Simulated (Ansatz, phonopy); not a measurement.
# How KF (Carobbiite, Fm-3m) expands on warming, part 2 of 2

How much does KF (Carobbiite) expand with temperature?

Experimental results on record:
- volume expansion coefficient 104.4 1e-6/K and heat capacity C_P per formula unit 49 J/mol/K near room temperature (given in “High-Throughput Prediction of Finite-Temperature Properties using the Quasi-Harmonic Approximation”, 2016, arXiv:1603.06924)
- volume expansion coefficient 95.1 1e-6/K near room temperature (given in “Descriptors for thermal expansion in solids”, 2017, arXiv:1701.03966)

Ansatz 0.2.0; DFT PBE+D3(BJ), scalar-relativistic, plane waves, PAW.

So far. Step 2 (Probe on a coarse mesh): The start is under 0.053 GPa at this level and looks like an insulator or semiconductor on this mesh. Step 4 (Tight relaxation): The residual pressure is 0.0012 GPa, small enough for phonons. The relaxed cell has a = 5.347 Å (conventional setting).

In doubt: the dispersion correction can have small steps in the geometry for these elements (step 5), which bears on fits and elastic values.

## (5) Phonons on strained cells

Thermal expansion follows from how the phonon free energy changes with strain, so the program makes strained cells, their phonons and a fit in one run.

The input, input.yaml:

```yaml
crystal:
  lattice:
    - [0.0, 2.6733056767, 2.6733056767]
    - [2.6733056767, 0.0, 2.6733056767]
    - [2.6733056767, 2.6733056767, 0.0]
  atoms:
    - { symbol: K, position: [0.0, 0.0, 0.0] }
    - { symbol: F, position: [0.5, 0.5, 0.5] }
kpoints:
  mp_grid: { grid: [8, 8, 8] }
hamiltonian:
  xc: pbe
  dispersion: d3bj
scf:
  occupations: { method: fixed }
output:
  eigenvalues: true
phonons:
  method: dfpt
  qmesh: [4, 4, 4]
  temperatures: { t_max: 800.0, t_step: 50 }
  thermal_expansion: {}
```

Launch:

```bash
ansatz run input.yaml --threads 4 --pin off --max-ram 8192MiB --backend cpu --events-out ev --progress --plain --runs-dir out
```

The program printed:

```text
[...]
Crystal: 2 atoms, lattice volume = 38.210 Å³
Basis set: ecut = 487.2 eV, 941 PW (Γ), exchange–correlation on 60×60×60 points (8 copies of the dense FFT grid, shifted against one another)
Bands: 12, of which v1, the nominal top of the filled ones, is band 8 counted from 1 (7 counted from 0)
Symmetry: 48 space group operations
[...]
k-points: 29 of 512
[...]
SCF iter   1: F=—  HF=-2349.116972 eV  |F-HF|=—  |Δ(HF+E_count)|=         —  Δρ=1.09e-3  dr2=1.30e-4  ethr=1.77e-3  ⟨swp⟩=4.2  Hψ=1881  notcnv=0  defer=50
[...]
SCF iter   9: F=-2349.116915 eV  HF=-2349.116915 eV  |F-HF|=0.00e0  |Δ(HF+E_count)|=  1.82e-12  Δρ=2.82e-8  dr2=2.07e-13  ethr=1.00e-12  ⟨swp⟩=6.1  Hψ=1885  notcnv=0
SCF 1 converged in 9 iterations: F = -2349.116915 eV  dr2 = 2.07e-13
[...]
relax step   1: F+E_penalty+E_count = -2349.11691520 eV  Δ(F+E_penalty+E_count) = +0.000e0 eV  max|allowed force component| = 9.650e-29 eV/Å  Δτ_max = 0.0000 Å  (9 SCF iters, accepted)
SCF converged after 9 iterations
Free energy (F): -2349.116915 eV
[...]
Internal energy: -2349.116915 eV  (E = F + TS)
E sigma→0 (E₀):  -2349.116915 eV
Fermi energy:    1.450261 eV
[...]
--- Stress (GPa, compression-positive) ---
        0.004793       0.000000       0.000000
        0.000000       0.004793       0.000000
        0.000000      -0.000000       0.004793
  P = ⅓ Tr σ = 0.0048 GPa (0.048 kbar)
--- Band table (eV; the first three rows and the last of 29) ---
  k-point 0: bands = [... 4 lower, -7.9292, 1.4503, 1.4503, 1.4503, 7.6232, 12.1211, 12.1211, 12.1211]
  k-point 1: bands = [... 4 lower, -7.9347, 1.3112, 1.3977, 1.3977, 8.0549, 11.8763, 12.3264, 12.3264]
  k-point 2: bands = [... 4 lower, -7.9476, 1.0159, 1.2737, 1.2737, 9.1315, 11.5376, 12.8326, 12.8326]
  k-point 28: bands = [... 4 lower, -8.0163, 1.0480, 1.2874, 1.2874, 11.1818, 11.1818, 12.6316, 14.7777]
── thermal expansion: 3 new cells, 3 in all ──
thermal expansion: variable-cell relaxation of cell 1
thermal expansion: relaxation of cell 1
thermal expansion: relaxation of cell 2
thermal expansion: relaxation of cell 3
── thermal expansion: 2 new cells, 5 in all ──
thermal expansion: relaxation of cell 4
thermal expansion: lower-state search of cell 4
thermal expansion: phonons of cell 4
thermal expansion: relaxation of cell 5
thermal expansion: phonons of cell 5
── thermal expansion: 8 new cells, 13 in all ──
thermal expansion: relaxation of cell 6
thermal expansion: relaxation of cell 7
thermal expansion: relaxation of cell 8
thermal expansion: relaxation of cell 9
thermal expansion: relaxation of cell 10
thermal expansion: relaxation of cell 11
thermal expansion: relaxation of cell 12
thermal expansion: relaxation of cell 13
thermal expansion: phonons of cell 6
thermal expansion: phonons of cell 7
thermal expansion: phonons of cell 8
thermal expansion: phonons of cell 9
thermal expansion: phonons of cell 10
--- Relaxed structure (1 steps of the walk, 1 accepted, 0 SCFs on fresh bases) ---
  F+E_penalty+E_count = -2349.11691520 eV   max|allowed force component| = 9.650e-29 eV/Å
  atoms:
    - { symbol: K, position: [0.0, 0.0, 0.0] }
    - { symbol: F, position: [0.500000, 0.500000, 0.500000] }
--- Thermal expansion: 13 cells in 3 rounds, 0 GPa ---
  no lower state was reached at cell 4
  without vibrations: a 3.78079, b 3.78079, c 3.78079 Å, V 38.2150 Å³, B 32.27 GPa
  at 0 K: a 3.79680, b 3.79680, c 3.79680 Å, V 38.7024 Å³, B 30.99 GPa
  zero-point expansion: a +0.423, b +0.423, c +0.423, V +1.275 %
      T/K        a/Å        b/Å        c/Å       V/Å³ | expansion of a, b, c, V (1e-6/K)   | that of V in the mean from 25 °C | C_P, C_V (J/mol K of the cell) | B_T, B_S (GPa)
     0.00    3.79680    3.79680    3.79680    38.7024 |    0.00    0.00    0.00    0.00 |   75.60 |     0.000     0.000 |    30.99    30.99
   100.00    3.80031    3.80031    3.80031    38.8099 |   23.03   23.03   23.03   69.08 |  100.04 |    33.239    32.903 |    30.20    30.51
   200.00    3.81170    3.81170    3.81170    39.1598 |   34.62   34.62   34.62  103.87 |  111.94 |    46.062    44.617 |    28.39    29.31
   298.15    3.82576    3.82576    3.82576    39.5948 |   40.14   40.14   40.14  120.43 |       - |    50.204    47.479 |    26.43    27.95
   350.00    3.83399    3.83399    3.83399    39.8509 |   42.77   42.77   42.77  128.30 |  124.76 |    51.658    48.155 |    25.33    27.17
   450.00    3.85146    3.85146    3.85146    40.3983 |   48.36   48.36   48.36  145.07 |  133.63 |    54.184    48.872 |    23.05    25.56
   550.00    3.87148    3.87148    3.87148    41.0315 |   55.76   55.76   55.76  167.27 |  144.07 |    57.026    49.237 |    20.48    23.72
   650.00    3.89516    3.89516    3.89516    41.7888 |   67.14   67.14   67.14  201.42 |  157.48 |    61.042    49.447 |    17.47    21.57
   750.00    3.92510    3.92510    3.92510    42.7601 |   88.89   88.89   88.89  266.68 |  176.92 |    68.374    49.580 |    13.68    18.87
   800.00    3.94455    3.94455    3.94455    43.3986 |  111.04  111.04  111.04  333.11 |  191.43 |    75.716    49.630 |    11.24    17.15
  the static fit leaves 0.001 meV an atom of the energies and, of the stresses, 0.000 GPa of each cell's largest along a strain (root mean squares over the cells), whose Pulay part it has at -0.002 GPa
  vibrations' free energy: its fit leaves 0.0006 meV an atom at the most
  the electrons' free energy at temperature is not in it: every band gap is over 0.83 eV
  free energies summed between the sampled wave vectors
  estimated error of the fitted expansion in any direction: up to 25.846e-6/K, at 800 K (an estimate, not a bound: it was exceeded on models of known expansion)
  the energies and the vibrations are of d3bj (s6 = 1.0, s8 = 0.7875, a1 = 0.4289, a2_bohr = 4.4407) at the weights and the pressure of the crystal at rest
  by sums over the sampled wave vectors an expansion of the volume parts by up to 4.09e-6/K
  by a static energy of one degree less an expansion of the volume parts by up to 5.44e-6/K
  the FFT grids of the static calculations differ: 27 × 27 × 27, 30 × 30 × 30
  band gaps on the cells' k-points are 5.417 to 6.331 eV
```

It took 18 min on 4 threads of Arm Neoverse N1, shared host; peak memory 0.97 GiB.

Numbers from this step:

```
pressure                                         : 0.004793 GPa
volume expansion coefficient at 298 K            : 120.4 1e-6/K
C_P at 298 K                                     : 25.10 J/mol-atom/K
entropy at 298 K                                 : 34.70 J/mol-atom/K
isothermal bulk modulus at 298 K                 : 26.43 GPa
Grüneisen parameter at 298 K                     : 1.599
volume at 298 K                                  : 19.80 Å³/atom
principal linear expansion coefficients at 298 K : 40.14, 40.14, 40.14 1e-6/K
```

Strained cells of the study; zero-point energy where phonons were solved; the pressures are stresses at the typed cutoff and can carry an offset from the finite basis. Expansion cells, by row:

```csv
cell,|a| (Å),|b| (Å),|c| (Å),V (Å³/atom),E - E_lowest (meV/atom),"pressure, compression positive (GPa)",gap (eV),zero-point energy (meV/atom)
1,3.781,3.781,3.781,19.1,0,0.003,6.173,-
2,3.811,3.811,3.811,19.57,1.063,-0.726,6.049,-
3,3.751,3.751,3.751,18.65,1.137,0.82,6.3,-
4,3.781,3.781,3.781,19.11,0,-0.01,6.171,30.09
5,3.8,3.8,3.8,19.4,0.44,-0.475,6.093,29.37
6,3.815,3.815,3.815,19.63,1.36,-0.816,6.033,28.82
7,3.849,3.849,3.849,20.16,5.252,-1.521,5.9,27.56
8,3.883,3.883,3.883,20.7,11.49,-2.135,5.77,26.32
9,3.918,3.918,3.918,21.26,19.89,-2.668,5.645,25.1
10,3.953,3.953,3.953,21.84,30.3,-3.128,5.523,23.89
11,3.744,3.744,3.744,18.55,1.74,1.026,6.331,-
12,3.762,3.762,3.762,18.83,0.421,0.49,6.25,-
13,3.985,3.985,3.985,22.37,41.22,-3.484,5.417,-
```

Quasi-harmonic; a, b, c are the run's own cell vectors. Expansion, by row:

| T (K) | a (Å) | b (Å) | c (Å) | alpha (deg) | beta (deg) | gamma (deg) | cell volume (Å³/cell) | alpha_a (1e-6/K) | alpha_b (1e-6/K) | alpha_c (1e-6/K) | alpha_V (1e-6/K) | C_P (J/mol-atom/K) | C_V (J/mol-atom/K) | S (J/mol-atom/K) | B_T (GPa) | B_S (GPa) | Grueneisen | extrapolation | fit error (1e-6/K) |
| --- | --- | --- | --- | --- | --- | --- | --- | --- | --- | --- | --- | --- | --- | --- | --- | --- | --- | --- | --- |
| 0 | 3.797 | 3.797 | 3.797 | 60 | 60 | 60 | 38.7 | 0 | 0 | 0 | 0 | 0 | 0 | 0 | 30.99 | 30.99 | - | 0 | 0 |
| 50 | 3.797 | 3.797 | 3.797 | 60 | 60 | 60 | 38.72 | 8.16 | 8.16 | 8.16 | 24.48 | 6.971 | 6.96 | 2.881 | 30.86 | 30.9 | 1.265 | 0 | 0.01 |
| 100 | 3.8 | 3.8 | 3.8 | 60 | 60 | 60 | 38.81 | 23.03 | 23.03 | 23.03 | 69.08 | 16.62 | 16.45 | 11.06 | 30.2 | 30.51 | 1.482 | 0 | 0.08 |
| 150 | 3.805 | 3.805 | 3.805 | 60 | 60 | 60 | 38.97 | 30.43 | 30.43 | 30.43 | 91.29 | 20.93 | 20.5 | 18.73 | 29.33 | 29.94 | 1.532 | 0 | 0.14 |
| 200 | 3.812 | 3.812 | 3.812 | 60 | 60 | 60 | 39.16 | 34.62 | 34.62 | 34.62 | 103.9 | 23.03 | 22.31 | 25.07 | 28.39 | 29.31 | 1.559 | 0 | 0.15 |
| 250 | 3.819 | 3.819 | 3.819 | 60 | 60 | 60 | 39.37 | 37.64 | 37.64 | 37.64 | 112.9 | 24.27 | 23.23 | 30.36 | 27.41 | 28.63 | 1.579 | 0 | 0.1 |
| 298.1 | 3.826 | 3.826 | 3.826 | 60 | 60 | 60 | 39.59 | 40.14 | 40.14 | 40.14 | 120.4 | 25.1 | 23.74 | 34.7 | 26.43 | 27.95 | 1.599 | 0 | 0.11 |
| 300 | 3.826 | 3.826 | 3.826 | 60 | 60 | 60 | 39.6 | 40.24 | 40.24 | 40.24 | 120.7 | 25.13 | 23.75 | 34.86 | 26.39 | 27.92 | 1.599 | 0 | 0.12 |
| 350 | 3.834 | 3.834 | 3.834 | 60 | 60 | 60 | 39.85 | 42.77 | 42.77 | 42.77 | 128.3 | 25.83 | 24.08 | 38.79 | 25.33 | 27.17 | 1.62 | 0 | 0.29 |
| 400 | 3.842 | 3.842 | 3.842 | 60 | 60 | 60 | 40.12 | 45.42 | 45.42 | 45.42 | 136.3 | 26.46 | 24.29 | 42.28 | 24.22 | 26.39 | 1.641 | 0 | 0.45 |
| 450 | 3.851 | 3.851 | 3.851 | 60 | 60 | 60 | 40.4 | 48.36 | 48.36 | 48.36 | 145.1 | 27.09 | 24.44 | 45.43 | 23.05 | 25.56 | 1.665 | 0 | 0.48 |
| 500 | 3.861 | 3.861 | 3.861 | 60 | 60 | 60 | 40.7 | 51.73 | 51.73 | 51.73 | 155.2 | 27.76 | 24.54 | 48.32 | 21.81 | 24.67 | 1.691 | 0 | 0.32 |
| 550 | 3.871 | 3.871 | 3.871 | 60 | 60 | 60 | 41.03 | 55.76 | 55.76 | 55.76 | 167.3 | 28.51 | 24.62 | 51 | 20.48 | 23.72 | 1.719 | 0 | 0.22 |
| 600 | 3.883 | 3.883 | 3.883 | 60 | 60 | 60 | 41.39 | 60.73 | 60.73 | 60.73 | 182.2 | 29.41 | 24.68 | 53.52 | 19.05 | 22.7 | 1.753 | 0 | 0.89 |
| 650 | 3.895 | 3.895 | 3.895 | 60 | 60 | 60 | 41.79 | 67.14 | 67.14 | 67.14 | 201.4 | 30.52 | 24.72 | 55.91 | 17.47 | 21.57 | 1.791 | 0 | 1.65 |
| 700 | 3.909 | 3.909 | 3.909 | 60 | 60 | 60 | 42.24 | 75.9 | 75.9 | 75.9 | 227.7 | 32.01 | 24.76 | 58.23 | 15.71 | 20.31 | 1.837 | 0 | 1.89 |
| 750 | 3.925 | 3.925 | 3.925 | 60 | 60 | 60 | 42.76 | 88.89 | 88.89 | 88.89 | 266.7 | 34.19 | 24.79 | 60.51 | 13.68 | 18.87 | 1.895 | 0 | 0.91 |
| 800 | 3.945 | 3.945 | 3.945 | 60 | 60 | 60 | 43.4 | 111 | 111 | 111 | 333.1 | 37.86 | 24.82 | 62.82 | 11.24 | 17.15 | 1.972 | 0 | 25.85 |

Table of expansion coefficient by temperature; values in 1e-6/K:

| temperature (K) | volume | principal 1 |
| --- | --- | --- |
| 0 | 0 | 0 |
| 50 | 24.5 | 8.16 |
| 100 | 69.1 | 23.0 |
| 150 | 91.3 | 30.4 |
| 200 | 104 | 34.6 |
| 250 | 113 | 37.6 |
| 298 | 120 | 40.1 |
| 300 | 121 | 40.2 |
| 350 | 128 | 42.8 |
| 400 | 136 | 45.4 |
| 450 | 145 | 48.4 |
| 500 | 155 | 51.7 |
| 550 | 167 | 55.8 |
| 600 | 182 | 60.7 |
| 650 | 201 | 67.1 |
| 700 | 228 | 75.9 |
| 750 | 267 | 88.9 |
| 800 | 333 | 111 |

At 298 K the volume expansion is 120 × 10⁻⁶/K and B_T is 26.4 GPa. The program raised the cutoff to 487.2 eV by itself: with no cutoff typed, the study takes about 1.16 times the default for its relaxations and scales it with the volume for the phonons.

## (6) Quasi-harmonic fit by phonopy

This step: DFT PBE+D3(BJ), scalar-relativistic, plane waves, PAW (phonopy 4.10.0).

Numbers from this step:

| Property | Result |
| --- | --- |
| volume expansion coefficient at 300 K | 120.4 1e-6/K |
| isothermal bulk modulus at 300 K | 26.4 GPa |
| C_P at 300 K | 25.21 J/mol-atom/K |
| Grüneisen parameter at 300 K | 1.596 |

Energy (each curve on its own zero) against volume; values in meV/atom:

```
volume (Å³/atom)  static  F at 0 K  F at 300 K  F at 800 K
           19.11       0      2.78        7.95        20.4
           19.40    0.44       2.5        6.52        16.1
           19.63    1.36      2.87        5.95        13.2
           20.16    5.25       5.5        6.33        8.09
           20.70    11.5      10.5        8.89        4.87
           21.26    19.9      17.7        13.4        3.25
           21.84    30.3      26.9        19.7        2.94
```

Phonopy-qha, vinet fit of F(V) at each temperature. Qha vinet, by row:

```csv
T (K),fitted volume (Å³/atom),alpha_V (1e-6/K),B_T (GPa),C_P (J/mol-atom/K),Grueneisen
100,19.41,65.29,30.2,16.27,1.4
150,19.48,89.64,29.36,20.98,1.506
200,19.58,103,28.43,23.14,1.549
250,19.69,112.4,27.45,24.36,1.574
300,19.8,120.4,26.4,25.21,1.596
350,19.92,128.3,25.31,25.89,1.618
400,20.06,136.6,24.15,26.52,1.641
450,20.2,145.9,22.94,27.15,1.666
500,20.35,156.7,21.66,27.82,1.694
550,20.52,169.3,20.31,28.59,1.727
600,20.7,184.7,18.9,29.5,1.763
650,20.9,203.8,17.4,30.62,1.805
700,21.12,228.2,15.82,32.05,1.854
750,21.38,260.3,14.15,33.95,1.912
```

The volume expansion coefficient by temperature; values in 1e-6/K:

```
temperature (K)  phonopy-qha, Vinet  Ansatz's own study
            100                65.3                69.1
            150                89.6                91.3
            200                 103                 104
            250                 112                 113
            300                 120                 121
            350                 128                 128
            400                 137                 136
            450                 146                 145
            500                 157                 155
            550                 169                 167
            600                 185                 182
            650                 204                 201
            700                 228                 228
            750                 260                 267
```

The fit gives a volume expansion of 120 × 10⁻⁶/K at 300 K, against 120 at 298 K from the study's own fit of the same cells.

## (7) Summary of results

| Property | Result |
| --- | --- |
| settings of these figures | PBE+D3(BJ), 487.2 eV, k 8×8×8, q 4×4×4 |
| volume expansion coefficient at 298 K | 120.4 1e-6/K |
| C_P at 298 K | 25.10 J/mol-atom/K |
| entropy at 298 K | 34.70 J/mol-atom/K |
| isothermal bulk modulus at 298 K | 26.43 GPa |
| Grüneisen parameter at 298 K | 1.599 |
| volume at 298 K | 19.80 Å³/atom |
| principal linear expansion coefficients at 298 K | 40.14, 40.14, 40.14 1e-6/K |

**Reading.** Near room temperature KF (Carobbiite) expands by 120 × 10⁻⁶/K in volume at this level, with C_P = 25.1 J/(mol K) per mole of atoms and B_T = 26.4 GPa. At some temperatures (first at 800 K) the program's own estimate of the fit error is large against the linear coefficients, so those rows are unreliable. Between 298.15 and 800 K the bulk modulus falls by 57 % and the Grüneisen parameter grows; in this range the quasi-harmonic approximation, which lacks anharmonicity at fixed volume, tends to overshoot. C_P at room temperature is 101 % of the classical 3R an atom, near the Dulong–Petit value that C_V approaches. A measured volume expansion coefficient near room temperature is 104.4 1e-6/K (arXiv:1603.06924); the calculated 120 1e-6/K differs by +15 %. A measured heat capacity per formula unit near room temperature is 49 J/mol/K (arXiv:1603.06924); the calculated 50.2 J/mol/K differs by +2 %. The dispersion part of the force constants is taken with its C6 weights frozen at the reference structure.

[Long decimals in the printed logs are rounded to 6 places.]

[Logs are printed without paths, hosts, clocks, repeated set-up lines and the standing remarks that a program may print on its own settings, such as how far it seeks lower states.]

[Hosts, paths, dates, database ids (printed as entryN), source tags and the programs' standing remarks are cut or masked in the printed files.]

[Where the starting crystal was built by hand or by swapping elements, it need not be the compound's stable phase.]

[A step with changed settings may run another functional than the one named; its input shows which.]

[Pressures of single members of a volume series are the stress at the run's cutoff; with an incomplete basis they can lie off −dE/dV of the same runs, and they are not shown converged.]
